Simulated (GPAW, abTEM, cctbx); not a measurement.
## (ScN)3(NbC)3: the scripts behind a bonding study

Short scripts, each with its output. The cell is a (ScN)3(NbC)3 superlattice along [001] of the rock-salt type, started at the mean lattice constant and relaxed freely, with no substrate.

### 1. Relax the structure

```text
cell
1.0
     3.189051583    0.000000000    0.000000000
     0.000000000    3.189051583    0.000000000
     0.000000000    0.000000000   13.530000000
Sc N Nb C
3 3 3 3
Direct
0.000000000 0.000000000 0.833333333
0.500000000 0.500000000 0.000000000
0.000000000 0.000000000 0.166666667
0.500000000 0.500000000 0.833333333
0.000000000 0.000000000 0.000000000
0.500000000 0.500000000 0.166666667
0.500000000 0.500000000 0.333333333
0.000000000 0.000000000 0.500000000
0.500000000 0.500000000 0.666666667
0.000000000 0.000000000 0.333333333
0.500000000 0.500000000 0.500000000
0.000000000 0.000000000 0.666666667
```

```python
from ase.constraints import FixSymmetry
from ase.filters import FrechetCellFilter
from ase.io import read, write
from ase.optimize import BFGS
from ase.parallel import parprint
from gpaw import GPAW, PW, FermiDirac

atoms = read("start.vasp")
atoms.set_constraint(FixSymmetry(atoms))
atoms.calc = GPAW(mode=PW(900), xc="PBE", kpts={"size": (7, 7, 2), "gamma": True},
                 occupations=FermiDirac(0.1), maxiter=120, symmetry={"tolerance": 1e-5}, txt="relax.txt")
BFGS(FrechetCellFilter(atoms), maxstep=0.15).run(fmax=0.03, steps=50)
parprint("cell  %.4f %.4f %.4f  %.2f %.2f %.2f" % tuple(atoms.cell.cellpar()))
parprint("volume %.3f A^3, largest force %.3f eV/A, largest stress %.2f GPa" % (atoms.get_volume(), abs(atoms.get_forces()).max(), 160.218 * abs(atoms.get_stress()).max()))
atoms.set_constraint()
write("relaxed.vasp", atoms, direct=True)
```

```console
$ OMP_NUM_THREADS=1 mpirun -n 4 gpaw python run.py > gpaw.log
```

```text
      Step        Energy          fmax
BFGS:    0     -112.977832        0.482630
BFGS:    1     -112.992886        0.308409
BFGS:    2     -113.014383        0.221159
BFGS:    3     -113.017054        0.197033
BFGS:    4     -113.026017        0.124007
BFGS:    5     -113.027347        0.087419
BFGS:    6     -113.027736        0.059460
BFGS:    7     -113.027960        0.044710
BFGS:    8     -113.028287        0.045442
BFGS:    9     -113.028389        0.023886
cell  3.1695 3.1695 13.4818  90.00 90.00 90.00
volume 135.437 A^3, largest force 0.024 eV/A, largest stress 0.22 GPa
```

Time: 12 min on 4 cores of Arm Neoverse V2 (shared host), peak memory 1.9 GiB.

### 2. Build the all-electron density and subtract free atoms

```text
cell
1.0
     3.169539720    0.000000000    0.000000000
     0.000000000    3.169539720    0.000000000
     0.000000000    0.000000000   13.481751860
Nb Sc N C
3 3 3 3
Direct
0.500000000 0.500000000 0.335110310
0.000000000 0.000000000 0.500000000
0.500000000 0.500000000 0.664889690
0.000000000 0.000000000 0.834303460
0.500000000 0.500000000 0.000000000
0.000000000 0.000000000 0.165696540
0.500000000 0.500000000 0.831811610
0.000000000 0.000000000 0.000000000
0.500000000 0.500000000 0.168188390
0.000000000 0.000000000 0.334265010
0.500000000 0.500000000 0.500000000
0.000000000 0.000000000 0.665734990
```

```python
import numpy as np
from ase.io import read
from ase.units import Bohr
from gpaw import GPAW, PW, FermiDirac
from gpaw.calculator import GPAW as OldGPAW
from gpaw.mpi import serial_comm, world
from scipy.special import erfc
from scipy.spatial import cKDTree

atoms = read("cell.vasp")
atoms.calc = GPAW(mode=PW(550), xc="PBE", kpts={"size": (8, 8, 2), "gamma": True},
                 occupations=FermiDirac(0.1), maxiter=120, symmetry={"tolerance": 1e-5}, txt="scf.txt")
atoms.get_potential_energy()
rho = atoms.calc.get_all_electron_density(gridrefinement=2)
moments = atoms.get_magnetic_moments() if atoms.calc.get_number_of_spins() == 2 else np.zeros(len(atoms))
total = atoms.get_magnetic_moment() if moments.any() else 0.0
if world.rank == 0:
    free = OldGPAW(mode=PW(550), xc="PBE", txt=None, communicator=serial_comm)
    neutral = atoms.copy()
    neutral.set_initial_magnetic_moments(None)
    free.initialize(neutral)
    free.set_positions(neutral)
    drho = rho - free.get_all_electron_density(gridrefinement=2)
    # GPAW starts from confined atoms: exchange their smooth part for that of the datasets' free atoms
    h = np.stack(np.meshgrid(*[np.fft.fftfreq(n, 1 / n) for n in drho.shape], indexing="ij"), -1)
    gabs = np.linalg.norm(h @ atoms.cell.reciprocal(), axis=-1)
    tails = np.fft.fftn(free.get_pseudo_density(gridrefinement=2))
    g, form, v0 = np.linspace(0, gabs.max(), 1500), {}, 0
    for e in set(atoms.symbols):
        idx = atoms.symbols.search(e)
        d = free.setups[idx[0]].data
        r, w = d.rgd.r_g * Bohr, d.rgd.r_g**2 * d.rgd.dr_g
        j0 = np.sinc(2 * g[:, None] * r)
        smooth = sum(f * p**2 for f, p in zip(d.f_j, d.phit_jg)) + np.sqrt(4 * np.pi) * d.nct_g
        full = sum(f * p**2 for f, p in zip(d.f_j, d.phi_jg)) + np.sqrt(4 * np.pi) * d.nc_g
        phase = sum(np.exp(-2j * np.pi * h @ s) for s in atoms.get_scaled_positions()[idx])
        tails -= np.interp(gabs, g, j0 @ (smooth * w)) * phase * drho.size / atoms.get_volume()
        form[e] = j0 @ (full * w)
        v0 += 2 * np.pi / 3 * 14.3996 * (full * w * r**2).sum() * len(idx)  # V A^3
    tails *= 0.5 * erfc((gabs - 1.8) / 0.25)  # the tails differ at long wavelengths alone
    drho += np.fft.ifftn(tails).real  # crystal minus superposed spherical free atoms
    np.save("drho.npy", drho)
    dv = atoms.get_volume() / drho.size
    print("grid", drho.shape, " electrons %.3f" % (rho.sum() * dv), " moved by bonding %.3f e" % (abs(drho).sum() * dv / 2))
    pts = np.indices(drho.shape).reshape(3, -1).T / drho.shape @ atoms.cell
    shifts = (np.indices((3, 3, 3)).reshape(3, -1).T - 1) @ atoms.cell
    images = (atoms.positions[None] + shifts[:, None]).reshape(-1, 3)
    dist, idx = cKDTree(images).query(pts, k=4)
    out = drho.ravel()[dist[:, 0] > 0.5]
    print("deformation density beyond 0.5 A of the nuclei: max %.3f, min %.3f e/A^3" % (out.max(), out.min()))
    tie = dist < dist[:, :1] + 1e-4
    q = -np.bincount((idx % len(atoms))[tie], (drho.ravel()[:, None] / tie.sum(1, keepdims=True) * tie)[tie], len(atoms)) * dv
    print("atom        x       y       z   Voronoi charge  moment")
    for a, s, c, m in zip(atoms, atoms.get_scaled_positions(), q, moments):
        print("%-2s%-3d %7.4f %7.4f %7.4f %10.3f %10.2f" % (a.symbol, a.index + 1, *s, c, m))
    np.savez("free.npz", g=g, **form)
    print("mean inner potential of superposed free atoms %.3f V" % (v0 / atoms.get_volume()))
    print("total magnetic moment %.3f muB" % total)
```

```console
$ OMP_NUM_THREADS=1 mpirun -n 4 gpaw python run.py > gpaw.log
```

```text
grid (36, 36, 150)  electrons 225.000  moved by bonding 3.555 e
deformation density beyond 0.5 A of the nuclei: max 0.159, min -0.164 e/A^3
atom        x       y       z   Voronoi charge  moment
Nb1    0.5000  0.5000  0.3351      0.688       0.00
Nb2    0.0000  0.0000  0.5000      0.625       0.00
Nb3    0.5000  0.5000  0.6649      0.688       0.00
Sc4    0.0000  0.0000  0.8343      0.379       0.00
Sc5    0.5000  0.5000  0.0000      0.426       0.00
Sc6    0.0000  0.0000  0.1657      0.379       0.00
N 7    0.5000  0.5000  0.8318     -0.450       0.00
N 8    0.0000  0.0000  0.0000     -0.443       0.00
N 9    0.5000  0.5000  0.1682     -0.450       0.00
C 10   0.0000  0.0000  0.3343     -0.603       0.00
C 11   0.5000  0.5000  0.5000     -0.638       0.00
C 12   0.0000  0.0000  0.6657     -0.603       0.00
mean inner potential of superposed free atoms 25.818 V
total magnetic moment 0.000 muB
```

Time: 1.7 min.

### 3. Fourier-transform the difference

```python
from cctbx import adptbx, crystal, miller, xray
from cctbx.eltbx import tiny_pse
import numpy as np

cs = crystal.symmetry(unit_cell=(3.1695, 3.1695, 13.4818, 90, 90, 90), space_group_symbol='Hall: -P 4 2')  # P4/mmm
atoms = [  # label, site, U (iso, or U11 U22 U33 U12 U13 U23 in A^2), occupancy
    ("Nb1", (0.5, 0.5, 0.33511), 0.0000, 1),
    ("Nb2", (0, 0, 0.5), 0.0000, 1),
    ("Sc1", (0, 0, 0.8343), 0.0000, 1),
    ("Sc2", (0.5, 0.5, 0), 0.0000, 1),
    ("N1", (0.5, 0.5, 0.83181), 0.0000, 1),
    ("N2", (0, 0, 0), 0.0000, 1),
    ("C1", (0, 0, 0.33427), 0.0000, 1),
    ("C2", (0.5, 0.5, 0.5), 0.0000, 1),
]
xs = xray.structure(crystal_symmetry=cs)
for label, site, u, occ in atoms:
    u = adptbx.u_cif_as_u_star(cs.unit_cell(), u) if isinstance(u, tuple) else u
    xs.add_scatterer(xray.scatterer(label, site=site, u=u, occupancy=occ))
xs.scattering_type_registry(table="wk1995")
drho = np.load("drho.npy")
T = np.array([[1, 0, 0], [0, 1, 0], [0, 0, 1]])  # conventional axes in terms of the primitive ones
dF = np.fft.ifftn(drho) * 135.43744  # electrons a conventional cell, indexed by primitive hkl
ms = miller.build_set(cs, anomalous_flag=False, d_min=0.9).sort("resolution")
iam = ms.structure_factors_from_scatterers(xs, algorithm="direct").f_calc()
p1 = xs.expand_to_p1()
z = np.array([tiny_pse.table(sc.scattering_type).atomic_number() for sc in p1.scatterers()])
x = np.array(p1.sites_frac())
free = np.load("free.npz")
print("static structure factors of the conventional cell: F in electrons, V (Mott-Bethe) in volts")
print("   h  k  l      d  |F| table  |F| free   |F| DFT   change   |V| free  |V| DFT  change %")
for h, d, table in list(zip(ms.indices(), ms.d_spacings().data(), iam.data()))[:16]:
    df = dF[tuple(np.rint(np.linalg.solve(T, h)).astype(int))]
    phase = np.exp(2j * np.pi * x @ h)
    f = sum(np.interp(1 / d, free["g"], free[sc.scattering_type]) * p for sc, p in zip(p1.scatterers(), phase))
    fz = (z * phase).sum()
    c = 14.3996 * d * d / (np.pi * cs.unit_cell().volume())
    v0, v1 = abs(fz - f) * c, abs(fz - f - df) * c
    print("%4d%3d%3d %7.4f %9.3f %9.3f %9.3f %8.3f %9.3f %8.3f %8s" % (h + (d, abs(table), abs(f), abs(f + df), abs(f + df) - abs(f), v0, v1, "%.1f" % (100 * (v1 / v0 - 1)) if v0 > 0.02 else "-")))
```

```console
$ python run.py
```

```text
static structure factors of the conventional cell: F in electrons, V (Mott-Bethe) in volts
   h  k  l      d  |F| table  |F| free   |F| DFT   change   |V| free  |V| DFT  change %
   0  0  1 13.4818    38.540    38.497    38.401   -0.096     1.540    2.130     38.3
   0  0  2  6.7409     1.820     1.820     1.836    0.016     0.170    0.146    -14.2
   0  0  3  4.4939    17.949    17.904    17.699   -0.205     0.725    0.865     19.3
   0  0  4  3.3705     3.180     3.180     3.178   -0.003     0.231    0.232      0.4
   1  0  0  3.1695    19.140    19.123    18.832   -0.292     0.638    0.737     15.5
   1  0  1  3.0854     0.875     0.874     0.884    0.009     0.062    0.059     -4.9
   1  0  2  2.8683    36.787    36.767    36.398   -0.369     1.235    1.337      8.3
   0  0  5  2.6964    29.876    29.954    29.397   -0.557     1.047    1.184     13.1
   1  0  3  2.5901   118.940   118.843   116.259   -2.584     6.383    6.969      9.2
   1  0  4  2.3089    36.951    36.915    36.700   -0.215     1.195    1.234      3.3
   0  0  6  2.2470   159.322   159.139   159.896    0.757    11.212   11.083     -1.2
   1  1  0  2.2412   159.321   159.139   159.870    0.732    11.196   11.071     -1.1
   1  1  1  2.2108    31.948    31.979    31.582   -0.397     1.120    1.185      5.9
   1  1  2  2.1267     1.420     1.419     1.453    0.034     0.078    0.073     -6.6
   1  0  5  2.0537     3.869     3.864     3.855   -0.008     0.220    0.221      0.5
   1  1  3  2.0056    15.293    15.298    15.127   -0.171     0.499    0.522      4.7
```

Time: 0.25 s on 1 core of Arm Neoverse V2 (shared host), peak memory 0.08 GiB.

### 4. Propagate a plane wave with and without the bonding term

```python
import abtem
import numpy as np
from ase.build import make_supercell
from ase.io import read

abtem.config.set({"dask.lazy": False, "fft": "fftw", "diagnostics.progress_bar": False})
M = [[0, 1, 0], [0, 0, 1], [1, 0, 0]]  # rows: x, y and beam direction in the primitive cell's axes
unit = make_supercell(read("cell.vasp"), M)
unit.set_cell(list(unit.cell.lengths()) + [90, 90, 90], scale_atoms=True)
unit.positions[:, 2] += 0.7924  # keeps atomic planes off the slice boundaries
unit.wrap()
slab = unit * (2, 2, 192)
print(slab.get_chemical_formula(), "| box %.2f x %.2f x %.2f A" % tuple(slab.cell.lengths()))

# change of the potential by bonding, from the DFT deformation density (Poisson's equation term by term)
drho = np.load("drho.npy")
prim = read("cell.vasp")
h = np.stack(np.meshgrid(*[np.fft.fftfreq(n, 1 / n) for n in drho.shape], indexing="ij"), -1).reshape(-1, 3).astype(int)
g2 = ((h @ prim.cell.reciprocal()) ** 2).sum(1)
keep = (g2 > 0) & (g2 < 2.5**2)
shape = (91, 386, 20)
vg = np.zeros(shape, complex)
hm = h[keep] @ np.array(M).T
move = np.exp(-2j * np.pi * hm[:, 2] * (0.7924 / unit.cell[2, 2] - 0.5 / shape[2]))  # the same shift, sampled at mid-points
vg[tuple(hm.T % np.array(shape)[:, None])] = -14.3996 / np.pi * (np.fft.fftn(drho).ravel() / drho.size)[keep] / g2[keep] * move
dV = np.fft.ifftn(vg).real * vg.size
dV = dV.reshape(91, 386, 2, 10).mean(3) * unit.cell[2, 2] / 2  # V A, projected in each slice
dV = np.tile(dV.transpose(2, 0, 1), (192, 2, 2))


def build(atoms):
    p = abtem.Potential(atoms, gpts=(182, 772), slice_thickness=[slab.cell[2, 2] / 384] * 384,
                        parametrization="lobato", projection="infinite", exit_planes=32).build()
    p.array[:] += BONDING * dV
    return p


sigmas = {'Nb': 0.075, 'Sc': 0.084, 'N': 0.097, 'C': 0.098}  # r.m.s. displacement along each axis, A
u = np.array([sigmas[s] for s in slab.symbols])[:, None]
rng = np.random.default_rng(446)


def potentials():
    for _ in range(3):  # frozen phonons, one configuration at a time
        atoms = slab.copy()
        atoms.positions += u * rng.standard_normal((len(atoms), 3))
        atoms.wrap()
        yield build(atoms)


for label, BONDING in (("IAM", 0.0), ("DFT", 1.0)):
    print("=====", label)
    rng = np.random.default_rng(446)  # the same displacements for both
    potential = build(slab)
    print("grid", potential.gpts, "slices", potential.num_slices)
    thickness = potential.exit_thicknesses
    wave = abtem.PlaneWave(energy=200000)
    dp = np.mean([wave.multislice(p).diffraction_patterns(max_angle="valid").array for p in potentials()], axis=0)
    hkl = [(0, 0, 0), (0, 0, 1), (0, 0, 2), (0, 0, 3), (0, 1, 0), (0, 1, 1), (0, 1, 2)]
    nx, ny = dp.shape[-2:]
    print("intensity of each beam, fraction of the incident wave")
    print("  t (A)" + "".join("%9s" % " ".join(map(str, h)) for h in hkl) + "  diffuse    total")
    grid = np.zeros((nx, ny), bool)
    grid[nx // 2 % 2::2, ny // 2 % 2::2] = True
    for t, a in list(zip(thickness, dp))[1:]:
        idx = [np.rint(np.array(M) @ np.linalg.solve([[1, 0, 0], [0, 1, 0], [0, 0, 1]], h)).astype(int) for h in hkl]
        print("%7.1f" % t + "".join("%9.5f" % a[nx // 2 + i[0] * 2, ny // 2 + i[1] * 2] for i in idx) + "%9.4f%9.4f" % (a[~grid].sum(), a.sum()))
```

```console
$ python run.py
```

```text
C2304N2304Nb2304Sc2304 | box 6.34 x 26.96 x 608.55 A
===== IAM
grid (182, 772) slices 384
intensity of each beam, fraction of the incident wave
  t (A)    0 0 0    0 0 1    0 0 2    0 0 3    0 1 0    0 1 1    0 1 2  diffuse    total
   50.7  0.59589  0.00241  0.00005  0.00067  0.00058  0.00002  0.00192   0.0519   0.9972
  101.4  0.39971  0.01379  0.00004  0.00181  0.00128  0.00007  0.00427   0.0899   0.9950
  152.1  0.36290  0.00805  0.00001  0.00065  0.00040  0.00013  0.00102   0.1153   0.9934
  202.9  0.17422  0.00739  0.00004  0.00102  0.00096  0.00014  0.00324   0.1403   0.9918
  253.6  0.08596  0.01655  0.00002  0.00156  0.00132  0.00007  0.00239   0.1574   0.9908
  304.3  0.14840  0.00442  0.00004  0.00024  0.00065  0.00007  0.00008   0.1768   0.9897
  355.0  0.30639  0.00421  0.00003  0.00035  0.00257  0.00011  0.00153   0.1911   0.9887
  405.7  0.37706  0.00268  0.00019  0.00013  0.00193  0.00005  0.00094   0.2022   0.9878
  456.4  0.41172  0.00143  0.00025  0.00072  0.00351  0.00036  0.00270   0.2220   0.9863
  507.1  0.48489  0.00623  0.00027  0.00114  0.00481  0.00036  0.00655   0.2401   0.9847
  557.8  0.43118  0.00648  0.00026  0.00121  0.00310  0.00072  0.00678   0.2524   0.9832
  608.6  0.31057  0.01607  0.00017  0.00252  0.00365  0.00092  0.01017   0.2667   0.9817
===== DFT
grid (182, 772) slices 384
intensity of each beam, fraction of the incident wave
  t (A)    0 0 0    0 0 1    0 0 2    0 0 3    0 1 0    0 1 1    0 1 2  diffuse    total
   50.7  0.60588  0.00171  0.00004  0.00058  0.00054  0.00002  0.00205   0.0522   0.9972
  101.4  0.42564  0.01999  0.00003  0.00221  0.00159  0.00007  0.00503   0.0908   0.9950
  152.1  0.42093  0.01715  0.00001  0.00115  0.00070  0.00013  0.00208   0.1167   0.9932
  202.9  0.24300  0.01145  0.00004  0.00113  0.00180  0.00010  0.00749   0.1430   0.9915
  253.6  0.14028  0.02165  0.00005  0.00200  0.00259  0.00005  0.00737   0.1609   0.9903
  304.3  0.20576  0.00745  0.00008  0.00045  0.00130  0.00007  0.00267   0.1803   0.9892
  355.0  0.31375  0.00030  0.00006  0.00009  0.00287  0.00018  0.00704   0.1931   0.9882
  405.7  0.33469  0.00102  0.00017  0.00018  0.00150  0.00026  0.00615   0.2043   0.9874
  456.4  0.37744  0.01412  0.00031  0.00131  0.00184  0.00064  0.00358   0.2219   0.9860
  507.1  0.42665  0.02820  0.00023  0.00183  0.00230  0.00058  0.00413   0.2381   0.9846
  557.8  0.36158  0.03918  0.00022  0.00211  0.00155  0.00049  0.00146   0.2521   0.9830
  608.6  0.28841  0.06448  0.00015  0.00310  0.00245  0.00054  0.00412   0.2661   0.9815
```

Time: 2.4 min.

[Outputs are excerpts: Python notices, other lines and further rows are left out; steps that failed or that the build refused (PBEsol, TPSS) are not shown.]

[Logs are printed without paths, hosts, clocks, repeated set-up lines and the standing remarks that a program may print on its own settings, such as how far it seeks lower states.]
